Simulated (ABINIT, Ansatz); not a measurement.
# Li2SnF6 (P-31m): one start, several treatments of the self-energy, part 2 of 2

How much does the gap of Li2SnF6 (P-31m) depend on the approximation to the self-energy?

ABINIT 10.8.3; PBEsol and many-body steps on it, plane waves. Known limits of the many-body steps: not at the basis limit; exchange with frozen shells missing; no spin-orbit coupling; coarse k mesh.

So far. Step 5 (G0W0, Hybertsen-Louie plasmon pole): Against G0W0 in ABINIT (3×3×2 mesh, 93 bands, screening to 114.3 eV, Godby-Needs plasmon pole), the gap moves by +0.699 eV. Step 6 (G0W0, von der Linden-Horsch plasmon pole): Against G0W0 in ABINIT (3×3×2 mesh, 93 bands, screening to 114.3 eV, Godby-Needs plasmon pole), the gap moves by +0.286 eV.

### 7. One-shot COHSEX

This step: one-shot COHSEX on PBEsol, plane waves, norm-conserving pseudopotentials.

Contents of run.abi:

```
acell 3*1.0 Angstrom
rprim 
  4.909513934494 -0.000000000024 0.000000000000
  -2.454756967227 4.251763787517 0.000000000000
  0.000000000000 0.000000000000 4.538039080000
ntypat 3
znucl 3 50 9
natom 9
typat 1 1 2 3 3 3 3 3 3
xred 
  0.666666666667 0.333333333333 0.500000000000
  0.333333333333 0.666666666667 0.500000000000
  0.000000000000 0.000000000000 0.000000000000
  0.329091060000 0.329091060000 0.255027190000
  0.670908940000 0.670908940000 0.744972810000
  0.670908940000 0.000000000000 0.255027190000
  0.329091060000 0.000000000000 0.744972810000
  0.000000000000 0.670908940000 0.255027190000
  0.000000000000 0.329091060000 0.744972810000
pp_dirpath "pseudos"
pseudos "Li.upf, Sn.upf, F.upf"
ecut 36
ngkpt 3 3 2
nshiftk 1
shiftk 0 0 0
kptopt 1
chksymbreak 0
istwfk *1
occopt 1
irdwfk 1
optdriver 4
nband 93
gwcalctyp 7
ecutsigx 36
symsigma 1
nkptgw 2
kptgw 
  0.3333333333 0.0000000000 0.0000000000
  0.0000000000 0.0000000000 0.0000000000
bdgw 
  30 33
  29 33
ecuteps 4.2
irdscr 1
indata_prefix "in"
outdata_prefix "out"
tmpdata_prefix "tmp"
```

On the command line:

```console
OMP_NUM_THREADS=1 mpirun -n 4 abinit run.abi > log
```

Numbers of over 12 decimals in the logs are rounded to 6 here.

Log:

```text
.Version 10.8.3 of ABINIT. v10.8.2 released Aug 2026.

 Symmetries : space group P-3 1 m (#162); Bravais hP (primitive hexag.)
[... echo of the input left out ...]
== DATASET  1 ==================================================================
-   mpi_nproc: 4, omp_nthreads: 1 (-1 if OMP is not activated)

--- !DatasetInfo
iteration_state: {dtset: 1, }
dimensions: {natom: 9, nkpt: 6, mband: 93, nsppol: 1, nspinor: 1, nspden: 1, mpw: 6636, }
cutoff_energies: {ecut:  36.0, pawecutdg:  -1.0, }
[...]
Band     E0 <VxcDFT>   SigX SigC(E0)      Z dSigC/dE  Sig(E)    E-E0       E
[...]
32   4.531 -16.624 -12.130  -3.254   1.000   0.000 -15.384   1.240   5.771
       33  10.132 -12.029  -6.840  -3.839   1.000   0.000 -10.679   1.351  11.482

== END DATASET(S) ==============================================================
================================================================================

 -outvars: echo values of variables after computation  --------
           etotal      0.0000000000E+00
            nband          93
             nkpt           6
          spgroup         162
 [... the other variables as echoed above ...]

 Calculation completed.
```

The job ended after 6.8 s (4 MPI ranks of Arm Neoverse N1, shared host; peak memory 0.84 GiB; 27 s of CPU time).

Numbers from this step:

* quasiparticle gap on the points computed: 10.33 eV
* starting gap on the mesh: 5.229 eV
* k of the valence top: 0, 0, 0
* k of the conduction bottom: 0, 0, 0
* least direct quasiparticle gap on the computed points: 10.33 eV

Against G0W0 in ABINIT (3×3×2 mesh, 93 bands, screening to 114.3 eV, Godby-Needs plasmon pole), the gap moves by +1.067 eV.

### 8. One-shot Hartree-Fock

This step: one-shot Hartree-Fock on PBEsol, plane waves, norm-conserving pseudopotentials.

Edit run.abi of step 7 so:

```diff
@@ -31,4 +31,4 @@
 optdriver 4
-nband 93
-gwcalctyp 7
+nband 35
+gwcalctyp 5
 ecutsigx 36
@@ -42,4 +42,4 @@
   29 33
-ecuteps 4.2
-irdscr 1
+ixc_sigma 40
+fftgw 31
 indata_prefix "in"
```

Log:

```text
.Version 10.8.3 of ABINIT. v10.8.2 released Aug 2026.

 Symmetries : space group P-3 1 m (#162); Bravais hP (primitive hexag.)
[... echo of the input left out ...]
== DATASET  1 ==================================================================
-   mpi_nproc: 4, omp_nthreads: 1 (-1 if OMP is not activated)

--- !DatasetInfo
iteration_state: {dtset: 1, }
dimensions: {natom: 9, nkpt: 6, mband: 35, nsppol: 1, nspinor: 1, nspden: 1, mpw: 6636, }
cutoff_energies: {ecut:  36.0, pawecutdg:  -1.0, }
[...]
Band     E0 <VxcDFT>   SigX SigC(E0)      Z dSigC/dE  Sig(E)    E-E0       E
[...]
32   4.531 -16.624 -12.130   0.000   1.000   0.000 -12.130   4.494   9.025
       33  10.132 -12.029  -6.840   0.000   1.000   0.000  -6.840   5.190  15.321

== END DATASET(S) ==============================================================
================================================================================

 -outvars: echo values of variables after computation  --------
           etotal      0.0000000000E+00
            nband          35
             nkpt           6
          spgroup         162
 [... the other variables as echoed above ...]

 Calculation completed.
```

Run time: 6.3 s. Hardware: 4 MPI ranks; peak memory 0.74 GiB; 25 s of CPU time.

This step gave:

* quasiparticle gap on the points computed: 17.60 eV
* starting gap on the mesh: 5.229 eV
* k of the valence top: 0, 0, 0
* k of the conduction bottom: 0, 0, 0
* least direct quasiparticle gap on the computed points: 17.60 eV

Against G0W0 in ABINIT (3×3×2 mesh, 93 bands, screening to 114.3 eV, Godby-Needs plasmon pole), the gap moves by +8.335 eV.

### 9. Screening, 3×3×2 mesh, 93 bands, screening to 114.3 eV

This step: RPA screening on PBEsol, plane waves, norm-conserving pseudopotentials.

Edit run.abi of step 8 so:

```diff
@@ -30,16 +30,14 @@
 irdwfk 1
-optdriver 4
-nband 35
-gwcalctyp 5
-ecutsigx 36
-symsigma 1
-nkptgw 2
-kptgw 
-  0.3333333333 0.0000000000 0.0000000000
-  0.0000000000 0.0000000000 0.0000000000
-bdgw 
-  30 33
-  29 33
-ixc_sigma 40
-fftgw 31
+optdriver 3
+nband 93
+ecuteps 4.2
+inclvkb 2
+awtr 1
+symchi 1
+gwcalctyp 2
+nfreqre 16
+freqremax 40 eV
+nfreqim 8
+spmeth 1
+nomegasf 120
 indata_prefix "in"
```

Log:

```text
.Version 10.8.3 of ABINIT. v10.8.2 released Aug 2026.

 Symmetries : space group P-3 1 m (#162); Bravais hP (primitive hexag.)
[... echo of the input left out ...]
== DATASET  1 ==================================================================
-   mpi_nproc: 4, omp_nthreads: 1 (-1 if OMP is not activated)

--- !DatasetInfo
iteration_state: {dtset: 1, }
dimensions: {natom: 9, nkpt: 6, mband: 93, nsppol: 1, nspinor: 1, nspden: 1, mpw: 6636, }
cutoff_energies: {ecut:  36.0, pawecutdg:  -1.0, }
electrons: {nelect:   6.20000000E+01, charge:   0.00000000E+00, occopt:   1.00000000E+00, tsmear:   1.00000000E-02, }

 SCREENING: Calculation of the susceptibility and dielectric matrices

 Based on a program developped by R.W. Godby, V. Olevano, G. Onida, and L. Reining.
 Incorporated in ABINIT by V. Olevano, G.-M. Rignanese, and M. Torrent.
.Using double precision arithmetic ; gwpc =  8

[... cell and pseudopotentials left out ...]
--------------------------------------------------------------------------------

 ==== K-mesh for the wavefunctions ====
 Number of points in the irreducible wedge :     6
[... list of points left out ...]
 Together with 12 symmetry operations and time-reversal symmetry
 yields    18 points in the full Brillouin Zone.

 ==== Q-mesh for the screening function ====
 Number of points in the irreducible wedge :     6
[... list of points left out ...]
 Together with 12 symmetry operations and time-reversal symmetry
 yields    18 points in the full Brillouin Zone.

 setmesh: FFT mesh size selected  =    30x   30x   32
          total number of points  =        28800

 vcoul_init : cutoff-mode = AUXILIARY_FUNCTION
 q-points for optical limit:   1
     1)      0.000010    0.000020    0.000030

- screening: taking advantage of time-reversal symmetry
- Maximum band index for partially occupied states nbvw = 31
- Remaining bands to be divided among processors   nbcw = 62
- Number of bands treated by each node ~15

 Number of electrons calculated from density =   62.0000; Expected =   62.0000
 average of density, n =  0.096988
 r_s =    1.3502
 omega_plasma =   30.0411 [eV]

 calculating chi0 at frequencies [eV] :
  1    0.000000E+00    0.000000E+00
  2    2.666667E+00    0.000000E+00
  3    5.333333E+00    0.000000E+00
[...]
23    0.000000E+00    7.650934E+01
 24    0.000000E+00    1.077260E+02

--------------------------------------------------------------------------------
  q-point number  1        q = ( 0.000000, 0.000000, 0.000000) [r.l.u.]
--------------------------------------------------------------------------------
[... chi0 elements left out ...]
  [... further frequencies ...]

 No. of calculated frequencies >  15, stop printing
 For q-point:  0.000010 0.000020 0.000030
  dielectric constant =   2.2190
  dielectric constant without local fields =   2.3805

  Average fulfillment of the sum rule on Im[epsilon] for q-point    1 :     34.88  [%]
[... wings left out ...]
  q-point number  2        q = ( 0.333333, 0.000000, 0.000000) [r.l.u.]
--------------------------------------------------------------------------------
[... chi0 elements left out ...]
  [... further frequencies ...]

 No. of calculated frequencies >  15, stop printing
  Average fulfillment of the sum rule on Im[epsilon] for q-point    2 :     44.38  [%]

 [... 4 further q-points ...]
```

Wall time 77 s (4 MPI ranks); peak memory 1.5 GiB.

This step gave:

```
ε∞ with local fields, on this mesh, along the program's q direction : 2.219
the same without local fields                                       : 2.381
plasma frequency                                                    : 30.04 eV
plane waves in the screening matrix                                 : 253
```

### 10. G0W0, contour deformation

This step: G0W0 on PBEsol, plane waves, norm-conserving pseudopotentials.

Edit run.abi of step 9 so:

```diff
@@ -30,14 +30,16 @@
 irdwfk 1
-optdriver 3
+optdriver 4
 nband 93
+gwcalctyp 2
+ecutsigx 36
+symsigma 1
+nkptgw 2
+kptgw 
+  0.3333333333 0.0000000000 0.0000000000
+  0.0000000000 0.0000000000 0.0000000000
+bdgw 
+  30 33
+  29 33
 ecuteps 4.2
-inclvkb 2
-awtr 1
-symchi 1
-gwcalctyp 2
-nfreqre 16
-freqremax 40 eV
-nfreqim 8
-spmeth 1
-nomegasf 120
+irdscr 1
 indata_prefix "in"
```

Log:

```text
.Version 10.8.3 of ABINIT. v10.8.2 released Aug 2026.

 Symmetries : space group P-3 1 m (#162); Bravais hP (primitive hexag.)
[... echo of the input left out ...]
== DATASET  1 ==================================================================
-   mpi_nproc: 4, omp_nthreads: 1 (-1 if OMP is not activated)

--- !DatasetInfo
iteration_state: {dtset: 1, }
dimensions: {natom: 9, nkpt: 6, mband: 93, nsppol: 1, nspinor: 1, nspden: 1, mpw: 6636, }
cutoff_energies: {ecut:  36.0, pawecutdg:  -1.0, }
[...]
Band     E0 <VxcDFT>   SigX SigC(E0)      Z dSigC/dE  Sig(E)    E-E0       E
[...]
33  10.132 -12.029  -6.840  -2.879   0.870  -0.150 -10.019   2.010  12.142
       33   0.000   0.000   0.000   0.002   0.000   0.000   0.002   0.002   0.002

== END DATASET(S) ==============================================================
================================================================================

 -outvars: echo values of variables after computation  --------
           etotal      0.0000000000E+00
            nband          93
             nkpt           6
          spgroup         162
 [... the other variables as echoed above ...]

 Calculation completed.
```

The job ended after 13 s (4 MPI ranks; peak memory 1.2 GiB).

This step gave:

```
G0W0 gap on the points computed              : 9.193 eV
starting gap on the mesh                     : 5.229 eV
k of the valence top                         : 0, 0, 0
k of the conduction bottom                   : 0, 0, 0
least direct G0W0 gap on the computed points : 9.193 eV
```

Against G0W0 in ABINIT (3×3×2 mesh, 93 bands, screening to 114.3 eV, Godby-Needs plasmon pole), the gap moves by −0.071 eV.

### 11. Side by side

Times are wall times on 4 MPI ranks of Arm Neoverse N1, shared host, good to a factor of about two. A run's time includes the screening step that it read.

| run | mesh | bands | screening cutoff (eV) | DFT gap (eV) | gap on the mesh (eV) | direct (eV) | ε∞ used | time |
| --- | --- | --- | --- | --- | --- | --- | --- | --- |
| G0W0, Godby-Needs plasmon pole | 3×3×2 | 93 | 114.3 | 5.229 | 9.264 | 9.264 | 2.22 | 75 s |
| G0W0, Hybertsen-Louie plasmon pole | 3×3×2 | 93 | 114.3 | 5.229 | 9.963 | 9.963 | 2.22 | 75 s |
| G0W0, von der Linden-Horsch plasmon pole | 3×3×2 | 93 | 114.3 | 5.229 | 9.550 | 9.550 | 2.22 | 69 s |
| one-shot COHSEX | 3×3×2 | 93 | 114.3 | 5.229 | 10.331 | 10.331 | 2.22 | 66 s |
| one-shot Hartree-Fock | 3×3×2 | - | - | 5.229 | 17.599 | 17.599 | - | 6.3 s |
| G0W0, contour deformation | 3×3×2 | 93 | 114.3 | 5.229 | 9.193 | 9.193 | 2.22 | 90 s |

### 12. Outcome

| Property | Result |
| --- | --- |
| G0W0, Godby-Needs plasmon pole | 9.264 eV |
| G0W0, Hybertsen-Louie plasmon pole | 9.963 eV |
| G0W0, von der Linden-Horsch plasmon pole | 9.550 eV |
| one-shot COHSEX | 10.331 eV |
| one-shot Hartree-Fock | 17.599 eV |
| G0W0, contour deformation | 9.193 eV |
| known limits | not at the basis limit; exchange with frozen shells missing; no spin-orbit coupling; coarse k mesh |

G0W0, Hybertsen-Louie plasmon pole: +0.699 eV against G0W0, Godby-Needs plasmon pole. G0W0, von der Linden-Horsch plasmon pole: +0.286 eV against G0W0, Godby-Needs plasmon pole. One-shot COHSEX: +1.067 eV against G0W0, Godby-Needs plasmon pole. One-shot Hartree-Fock: +8.335 eV against G0W0, Godby-Needs plasmon pole. G0W0, contour deformation: −0.071 eV against G0W0, Godby-Needs plasmon pole. Bare exchange alone opens the gap to 17.60 eV; against G0W0, correlation takes back 8.34 eV. Static COHSEX lies above G0W0: it lacks the factor Z and overstates the Coulomb hole of the filled states. Bands and cutoff are finite, so the gap is not at the basis limit. The miss can reach some tenths of an eV and take either sign; the mesh is an error of its own. In the first G0W0 run levels were corrected at 2 k points alone, so a gap called «on the mesh» is the least over those, and an edge elsewhere would be missed. The 3×3×2 mesh is coarse for this cell, which bears on the long-range parts of exchange and screening. The norm-conserving file of at least one element keeps a d shell over frozen s and p shells of the same row. Exchange with those shells is missing from the self-energy, an error of 0.3 to 0.9 eV in cases checked, whose sign depends on which edge lies on those atoms. The many-body steps are scalar-relativistic: spin-orbit coupling is not in them.

[Paths, hosts, dates, memory and timing lines, banners, echoed tables and standing remarks are left out of the program output.]

[Logs are printed without paths, hosts, clocks, repeated set-up lines and the standing remarks that a program may print on its own settings, such as how far it seeks lower states.]

[Runs of the session that timed out or met a known fault of the program may be left out.]

[No measured gap is set beside runs whose start may be inverted or whose files or cutoffs have a known fault.]

[Hosts, paths, dates, database ids (printed as entryN), source tags and the programs' standing remarks are cut or masked in the printed files.]

[G0W0 gaps are taken among the corrected bands and points alone; a level outside them can change the order at an edge.]

[Where Ansatz stands beside ABINIT at settings called matched, ABINIT's density can come from a denser mesh and the files from another edition; pairs whose starting gaps differed by over 0.03 eV were left out, so agreement reads better than it is.]
